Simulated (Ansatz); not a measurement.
# Sr (Fm-3m, 1 atom in the cell): from the cell to its phonons, part 2 of 2

How does Sr (Fm-3m, 1 atom in the cell) vibrate, and is this structure a minimum?

Ansatz 0.2.0; DFT PBE, scalar-relativistic, plane waves, PAW.

So far. Step 3 (Tight relaxation): The forces vanish by symmetry and the pressure is 0.000 GPa, within the tolerances set. The cell now holds 54.82 Å³/atom. The relaxed cell has a = 6.030 Å (conventional setting).

### 4. The dispersion

Stability and thermal properties need the whole zone. Linear response on a 4×4×4 q mesh gives force constants as far as a supercell of that size would.

input.yaml

```yaml
crystal:
  lattice:
    - [0.0, 3.015089922, 3.015089922]
    - [3.015089922, 0.0, 3.015089922]
    - [3.015089922, 3.015089922, 0.0]
  atoms:
    - { symbol: Sr, position: [0.0, 0.0, 0.0] }
kpoints:
  mp_grid: { grid: [12, 12, 12] }
hamiltonian:
  xc: pbe
scf:
  occupations: { method: methfessel_paxton, width: 0.2 }
output:
  eigenvalues: true
phonons:
  method: dfpt
  qmesh: [4, 4, 4]
  temperatures: { t_max: 1000, t_step: 50 }
  qpath:
    path:
      - [[0.0, 0.0, 0.0], [0.5, 0.0, 0.5], [0.625, 0.25, 0.625]]
      - [[0.375, 0.375, 0.75], [0.0, 0.0, 0.0], [0.5, 0.5, 0.5], [0.5, 0.25, 0.75], [0.5, 0.0, 0.5]]
    npoints: 10
```

Started as:

```bash
$ ansatz run input.yaml --threads 4 --pin off --max-ram 7168MiB --backend cpu --events-out ev --progress --plain --runs-dir out
```

Numbers of over 12 decimals in the logs are rounded to 6 here.

The program printed:

```text
[...]
Crystal: 1 atoms, lattice volume = 54.819 Å³
Basis set: ecut = 420 eV, 1067 PW (Γ), exchange–correlation on 60×60×60 points (8 copies of the dense FFT grid, shifted against one another)
Bands: 9, of which v1, the nominal top of the filled ones, is band 5 counted from 1 (4 counted from 0)
Symmetry: 48 space group operations
k-points: 72 of 1728
[...]
SCF iter   1: F=—  HF=-3544.220163 eV  |F-HF|=—  |Δ(HF+E_count)|=         —  Δρ=9.89e-4  dr2=8.93e-4  ethr=1.77e-3  ⟨swp⟩=6.5  Hψ=5538  notcnv=0
[...]
SCF iter   8: F=-3544.220712 eV  HF=-3544.220712 eV  |F-HF|=1.36e-12  |Δ(HF+E_count)|=  1.55e-11  S|Δr|=    0.00e0  Δρ=2.72e-8  dr2=9.38e-14  ethr=1.00e-12  ⟨swp⟩=7.4  Hψ=3515  notcnv=0
SCF 1 converged in 8 iterations: F = -3544.220712 eV  dr2 = 9.38e-14
[...]
NSCF: frozen V_eff on 72 k-points
[...]
DFPT response loops at q = (0, 0, 0) (fractional): preconditioner auto → Kerker (q_TF=auto, 2.055 Å⁻¹) (partly filled bands, converged f_vac=0.000); β = 1.00, the filter's whole step (`scf.mixing.beta` (0.50) is not read by the response loops under this deck's `scf.mixing.preconditioner`; to damp them name `kerker` or `kerker_dos`, under which they read `scf.mixing.beta`, and type it under 1.00, their step now; both keys bind the ground state too); Broyden in place of MSR1
[...]
SCF converged after 8 iterations
[...]
Free energy (F): -3544.220712 eV
[...]
Internal energy: -3544.219405 eV  (E = F + TS)
E sigma→0 (E₀):  -3544.220385 eV
Entropy (-TS):   -0.001307 eV (-1.307 meV/atom)
Fermi energy:    5.096257 eV
[...]
--- Band table (eV; the first three rows and the last of 72) ---
[...]
--- Phonons (Γ-DFPT): 1 representative perturbation + reference (Σ response iterations 3) ---
  ASR residual: 6.229e-5 → 0.000e0 eV/Å²; symmetrization residual: 5.551e-16 eV/Å²
  ASR residual per site (eV/Å²): 6.23e-5
  Γ frequencies (cm⁻¹): 0.00 0.00 0.00
--- Phonons (arbitrary-q DFPT): 8 irreducible q on the 4×4×4 mesh ---
  q = [0.0000, 0.0000, 0.0000] (star 1, of the zone-centre solve; hermiticity 2.15e-12, symmetrization 8.91e-12): -0.00 0.00 0.00
  q = [0.0000, 0.0000, 0.2500] (star 8, 1 solved perturbation on 936 of 1728 k-point pairs; hermiticity 7.62e-14, symmetrization 4.35e-13): 32.49 32.49 69.55
[...]
q = [0.0000, 0.2500, 0.2500] (star 6, 2 solved perturbations in 804 linear systems a pass and spin channel, the states on 510 of 1728 k-point pairs; hermiticity 3.18e-13, symmetrization 2.37e-13): 54.86 54.86 67.59
[...]
sum rule: each row above includes the acoustic sum rule's correction from the zone centre's row sums; it moved no ω² by more than (0.44 cm⁻¹)²
  mesh force constants: q→R imaginary residual 0.00e0; ASR residual 6.229e-5 → 0.000e0 eV/Å²; symmetrization residual 6.661e-16 eV/Å²
  interpolated dispersion: 62 rows × 3 modes
  density of states and harmonic sums: on the 20×20×20 q-mesh, interpolated from the force constants of a 4×4×4 supercell (no non-analytic term)
  largest difference from the sums on the solved wave vectors: F 1.49e-2 eV, S 1.89e-5 and C_V 4.01e-6 eV/K
  zero-point energy: 0.012748 eV/cell   skipped modes (ω ≤ 0): 3   left out of the sums: 1.25e-4 of the cell's modes: C_V's classical limit lies that fraction below 3 k_B per atom; for a crystal, a wire or a layer, F and S can be off by more, and a phonons.interpolated_qmesh denser along its periods is the remedy for the sampling
```

Wall time 60 s (4 threads of Arm Neoverse V2, shared host); peak memory 1.9 GiB.

This step gave:

```yaml
sum_rule_residual_before_enforcement: 6.23e-5 eV/Å²
lowest_frequency_on_the_path: 0 cm⁻¹
highest_frequency_on_the_path_or_at_a_solved_wavevector: 102.8 cm⁻¹
mean_frequency: 68.5 cm⁻¹
debye_temperature_second_moment: 132 K
logarithmic_mean_frequency: 65.1 cm⁻¹
lowest_mode_on_the_q_mesh_acoustic_modes_at_gamma_apart: 32.49 cm⁻¹
zero_point_energy_per_atom: 12.75 meV
heat_capacity_at_300_k: 24.70 J/(mol atoms K)
vibrational_entropy_at_300_k: 54.09 J/(mol atoms K)
```

Frequencies (cm⁻¹) solved at each irreducible wavevector; negative means imaginary. Frequencies by wavevector, by row:

| q in reciprocal lattice units | star | mode 1 | mode 2 | mode 3 |
| --- | --- | --- | --- | --- |
| 0 0 0 | 1 | 0 | 0 | 0 |
| 0 0 0.25 | 8 | 32.5 | 32.5 | 69.5 |
| 0 0 -0.5 | 4 | 48.6 | 48.6 | 94.7 |
| 0 0.25 0.25 | 6 | 54.9 | 54.9 | 67.6 |
| 0 0.25 -0.5 | 24 | 64.1 | 71.2 | 94.1 |
| 0 0.25 -0.25 | 12 | 44.5 | 74.8 | 83.2 |
| 0 -0.5 -0.5 | 3 | 77.5 | 77.5 | 102.8 |
| 0.25 -0.5 -0.25 | 6 | 66.7 | 91.4 | 91.4 |

Interpolated from a 4×4×4 q mesh. The phonon branches at the labelled points (cm⁻¹):

| point | branch 1 | branch 2 | branch 3 |
| --- | --- | --- | --- |
| Γ | 0 | 0 | 0 |
| halfway | 55 | 55 | 68 |
| X | 78 | 78 | 103 |
| halfway | 75 | 79 | 101 |
| U | 68 | 83 | 96 |
| jump to K | 68 | 83 | 96 |
| halfway | 31 | 59 | 74 |
| Γ | 0 | 0 | 0 |
| halfway | 32 | 32 | 70 |
| L | 49 | 49 | 95 |
| halfway | 57 | 73 | 94 |
| W | 67 | 91 | 91 |
| halfway | 72 | 82 | 100 |
| X | 78 | 78 | 103 |

The phonon branches as a text plot (rows in cm⁻¹):

```
    101 |           *****                                     ***
     96 |         **     **                      ****       **
     92 |                  *                   **    *******
     88 |        *                            *            *
     84 |                ******                         *   **
     79 |       *    ****    ***             *         *      ***
     75 |         *** ***       *                             **
     71 |        *       *     *            *         *     **
     66 |      *          *                          *   ***
     62 |       *          *     *                     **
     58 |                       *          *        * *
     54 |    ***            *                      ***
     49 |                    **  ***            ****
     45 |    **                           *    *
     41 |   *                  *              *
     36 |   *                     ***        *
     32 |                       *        *  *
     28 |  *                               *
     24 |  *                     *  *
     19 |                         ** *    *
     15 | *                             **
     11 | *                         **
      6 |                            *  *
      2 |*                            **
         Γ           X  U|K            Γ         L        W     X
```

Tetrahedra on a 20×20×20 mesh, mean over bins of 1 cm-1. Interpolated from a 4×4×4 q mesh. Table of phonon density of states by wavenumber; read off at these points:

wavenumber (cm⁻¹), phonon density of states (1/cm⁻¹/cell) and a bar:
```
      0.5      0.000 
      3.5      0.000 
      6.5      0.000 
      8.5      0.001 
     11.5      0.001 
     14.5      0.003 #
     17.5      0.004 #
     19.5      0.004 #
     22.5      0.006 #
     25.5      0.007 ##
     28.5      0.009 ##
     30.5      0.011 ###
     33.5      0.013 ###
     36.5      0.015 ####
     39.5      0.019 #####
     41.5      0.021 #####
     44.5      0.026 #######
     47.5      0.034 #########
     50.5      0.044 ###########
     52.5      0.046 ############
     55.5      0.048 ############
     58.5      0.050 #############
     61.5      0.053 ##############
     63.5      0.055 ##############
     66.5      0.058 ###############
     69.5      0.048 ############
     72.5      0.046 ############
     74.5      0.045 ###########
     77.5      0.046 ############
     80.5      0.047 ############
     83.5      0.047 ############
     85.5      0.043 ###########
     88.5      0.043 ###########
     91.5      0.066 #################
     93.5      0.118 ##############################
     94.5      0.082 #####################
     96.5      0.027 #######
     99.5      0.015 ####
    102.5      0.002 #
```

Second derivatives of the energy by pair, one row for each kind of neighbour of each atom listed. Each entry sums the pair over the periodic images of the supercell that the q mesh stands for, and in a polar crystal it holds the long-range dipole part too. Force constants by pair, by row:

| atom | neighbour | distance (Å) | third of the trace (eV/Å²) | along the pair's line (eV/Å²) |
| --- | --- | --- | --- | --- |
| Sr1 | itself | 0 | 1.637 | – |
| Sr1 | Sr | 4.264 | -0.1477 | -0.406 |
| Sr1 | Sr | 6.03 | 0.0308 | 0.093 |
| Sr1 | Sr | 7.385 | -0.0024 | -0.0125 |

Harmonic thermodynamic functions per atom, from the density of states. Interpolated from a 4×4×4 q mesh. Thermodynamic functions, by row:

| T (K) | F_vib (meV/atom) | S (J/mol-atom/K) | C_V (J/mol-atom/K) |
| --- | --- | --- | --- |
| 0 | 12.75 | 0 | 0 |
| 50 | 10.29 | 13.16 | 18.06 |
| 100 | -0.57 | 27.63 | 22.89 |
| 200 | -38.65 | 44.13 | 24.4 |
| 300 | -89.88 | 54.09 | 24.7 |
| 400 | -149.8 | 61.21 | 24.8 |
| 500 | -216.2 | 66.75 | 24.85 |
| 600 | -287.8 | 71.29 | 24.88 |
| 700 | -363.8 | 75.12 | 24.9 |
| 800 | -443.4 | 78.45 | 24.91 |
| 900 | -526.2 | 81.38 | 24.91 |
| 1000 | -612 | 84.01 | 24.92 |

Harmonic mean-square displacement, third of the trace. Interpolated from a 4×4×4 q mesh. Mean square displacements, by row:

| T (K) | Sr1 U_eq (Å²) |
| --- | --- |
| 0 | 0.00318 |
| 100 | 0.0097 |
| 300 | 0.0279 |
| 600 | 0.05557 |

Symmetry leaves 8 wavevectors to solve. The lowest mode among them, the acoustic zeros apart, lies at q = (0, 0, 0.25) and is real, 32.5 cm⁻¹.

### 5. Finite displacements in a supercell

Finite displacements in a 2×2×2 supercell give force constants from forces alone. They are exact at the wavevectors that the supercell holds, where they check the linear-response result.

input.yaml, as its differences from that of step 4:

```diff
@@ -16,4 +16,4 @@
 phonons:
-  method: dfpt
-  qmesh: [4, 4, 4]
+  method: fd
+  supercell: [2, 2, 2]
   temperatures: { t_max: 1000, t_step: 50 }
```

The program printed:

```text
[...]
Crystal: 8 atoms, lattice volume = 438.552 Å³
Basis set: ecut = 420 eV, 8609 PW (Γ), exchange–correlation on 120×120×120 points (8 copies of the dense FFT grid, shifted against one another)
Bands: 60, of which v1, the nominal top of the filled ones, is band 40 counted from 1 (39 counted from 0)
Symmetry: 384 space group operations
k-points: 16 of 216
[...]
SCF iter   1: F=—  HF=-28353.765696 eV  |F-HF|=—  |Δ(HF+E_count)|=         —  Δρ=7.58e-8  dr2=3.05e-11  ethr=1.00e-12  ⟨swp⟩=3.0  Hψ=2454  notcnv=0
[...]
SCF iter   2: F=-28353.765696 eV  HF=-28353.765696 eV  |F-HF|=1.82e-11  |Δ(HF+E_count)|=  1.09e-11  S|Δr|=    0.00e0  Δρ=4.51e-8  dr2=1.25e-11  ethr=1.00e-12  ⟨swp⟩=3.9  Hψ=2406  notcnv=0
SCF 1 converged in 2 iterations: F = -28353.765696 eV  dr2 = 1.25e-11
[...]
Symmetry: 8 space group operations
k-points: 30 of 216 (time reversal used)
[...]
SCF iter   7: F=-28353.765691 eV  HF=-28353.765691 eV  |F-HF|=3.64e-12  |Δ(HF+E_count)|=    0.00e0  S|Δr|=    0.00e0  Δρ=8.07e-9  dr2=5.66e-13  ethr=1.00e-12  ⟨swp⟩=6.3  Hψ=6769  notcnv=0
SCF 2 converged in 7 iterations: F = -28353.765691 eV  dr2 = 5.66e-13
[...]
SCF converged after 2 iterations
[...]
Free energy (F): -28353.765696 eV
[...]
Internal energy: -28353.755238 eV  (E = F + TS)
E sigma→0 (E₀):  -28353.763081 eV
Entropy (-TS):   -0.010458 eV (-1.307 meV/atom)
Fermi energy:    5.096257 eV
[...]
--- Band table (eV; the first three rows and the last of 16) ---
  k-point 0: bands = [... 36 lower, 3.9740, 4.4516, 4.4516, 4.4516, 5.1564, 5.1564, 5.1564, 5.1564, ... 16 higher]
  k-point 1: bands = [... 36 lower, 4.0325, 4.4465, 4.4465, 4.4465, 5.1819, 5.1819, 5.1819, 5.4125, ... 16 higher]
  k-point 2: bands = [... 36 lower, 4.1764, 4.4151, 4.4151, 4.4151, 5.2664, 5.2664, 5.2664, 5.5090, ... 16 higher]
  k-point 15: bands = [... 36 lower, 4.4076, 4.4076, 5.0146, 5.0146, 5.6094, 5.6094, 5.7538, 5.7538, ... 16 higher]
--- Phonons: 1 displaced member + reference (amplitude 0.0025 Å, Σ member SCF iterations 7) ---
  symmetry images taken by strict's conditions (phonons.symmetry_images: auto; settled by no image being taken that strict refuses)
  ASR residual: 4.519e-6 → 0.000e0 eV/Å²; symmetrization residual: 1.554e-15 eV/Å²
  largest component of a force at the reference: 2.3e-29 eV/Å
  ASR residual per site (eV/Å²): 4.52e-6
  Γ frequencies (cm⁻¹): 0.00 0.00 0.00
[...]
```

Elapsed: 14 s, on 4 threads; peak memory 1.3 GiB; 54 s of CPU time.

Numbers from this step:

| Quantity | Value |
| --- | --- |
| atoms in the supercell | 8 |
| sum-rule residual before enforcement | 4.52e-6 eV/Å² |

Interpolated from a 2×2×2 supercell, rough between the solved points. The phonon branches at the labelled points (cm⁻¹):

| point | branch 1 | branch 2 | branch 3 |
| --- | --- | --- | --- |
| Γ | 0 | 0 | 0 |
| halfway | 51 | 51 | 70 |
| X | 78 | 78 | 103 |
| halfway | 76 | 80 | 100 |
| U | 71 | 85 | 94 |
| jump to K | 71 | 85 | 94 |
| halfway | 40 | 54 | 73 |
| Γ | 0 | 0 | 0 |
| halfway | 34 | 34 | 67 |
| L | 49 | 49 | 95 |
| halfway | 61 | 72 | 93 |
| W | 75 | 89 | 89 |
| halfway | 76 | 81 | 99 |
| X | 78 | 78 | 103 |

The phonon branches as a text plot (rows in cm⁻¹):

```
    101 |           ****                                      ***
     96 |         **    **                       ****       **
     92 |        *        *                    **    ****  *
     88 |                  ****                          ***
     84 |               ***                   *         *   **
     79 |       *    ***    *  *                       *      ***
     75 |           *  **    ** *            *           ******
     71 |      *  **     **                           * *
     66 |        *         *                *        * *
     62 |       *           *  * *                    *
     58 |    **                            *        **
     54 |                    ** *                  **
     49 |      *               *  **            ****
     45 |   *                    *        *   **
     41 |    **                 *            *
     36 |                           *       *
     32 |   *                    ***
     28 |  *                             * *
     24 |                         ***     *
     19 |  *                         *
     15 | *                         *   **
     11 | *                          *
      6 |                            *  *
      2 |*                            **
         Γ           X  U|K            Γ         L        W     X
```

Tetrahedra on a 18×18×18 mesh, mean over bins of 1 cm-1. Interpolated from a 2×2×2 supercell, rough between the solved points. The phonon density of states by wavenumber; read off at these points:

wavenumber (cm⁻¹), phonon density of states (1/cm⁻¹/cell) and a bar:
```
     2.50      0.000 
     5.00      0.000 
     7.50      0.000 
    10.00      0.001 
    12.50      0.001 
    15.00      0.002 
    17.50      0.003 #
    20.00      0.004 #
    22.50      0.005 #
    25.00      0.006 ##
    27.50      0.007 ##
    30.00      0.009 ##
    32.50      0.010 ###
    35.00      0.012 ###
    37.50      0.015 ####
    40.00      0.018 #####
    42.50      0.021 ######
    45.00      0.026 #######
    47.50      0.033 #########
    50.00      0.043 ############
    52.50      0.045 ############
    55.00      0.047 #############
    57.50      0.048 #############
    60.00      0.050 ##############
    62.50      0.052 ##############
    65.00      0.054 ###############
    67.50      0.056 ################
    70.00      0.058 ################
    72.50      0.061 #################
    74.50      0.063 #################
    75.00      0.059 ################
    77.50      0.045 #############
    80.00      0.046 #############
    82.50      0.045 #############
    85.00      0.044 ############
    87.50      0.037 ##########
    90.00      0.068 ###################
    92.50      0.108 ##############################
    95.00      0.033 #########
    97.50      0.016 ####
   100.00      0.010 ###
   102.50      0.001
```

The highest branch reaches 103 cm⁻¹ on this path, at X. No branch goes imaginary on this path.

### 6. What came out

```
space group after relaxation (within 0.01 Å)            : Fm-3m
volume per atom                                         : 54.8 Å³
electronic character                                    : no gap on this mesh
lowest mode on the q mesh (acoustic modes at Γ apart)   : 32.5 cm⁻¹
highest frequency on the path or at a solved wavevector : 103 cm⁻¹
zero-point energy per atom                              : 12.8 meV
heat capacity at 300 K                                  : 24.7 J/(mol atoms K)
vibrational entropy at 300 K                            : 54.1 J/(mol atoms K)
Debye temperature (second moment)                       : 132 K
imaginary modes on the 4×4×4 q mesh                     : none
```

In words: The structure is a minimum as far as tested: no mode is imaginary at the 8 irreducible wavevectors of the 4×4×4 mesh, and the softest away from the acoustic zeros lies at 32 cm⁻¹. With no gap, or one that is small against the smearing, the frequencies hang on the k mesh and the smearing, most of all near Kohn anomalies. A phonon run warned that its eigensolver left some bands unconverged in a pass. These are harmonic frequencies at zero temperature: anharmonic shifts, linewidths and thermal expansion are left out.

[Logs are printed without paths, hosts, clocks, repeated set-up lines and the standing remarks that a program may print on its own settings, such as how far it seeks lower states.]

[Hosts, paths, dates, database ids (printed as entryN), source tags and the programs' standing remarks are cut or masked in the printed files.]
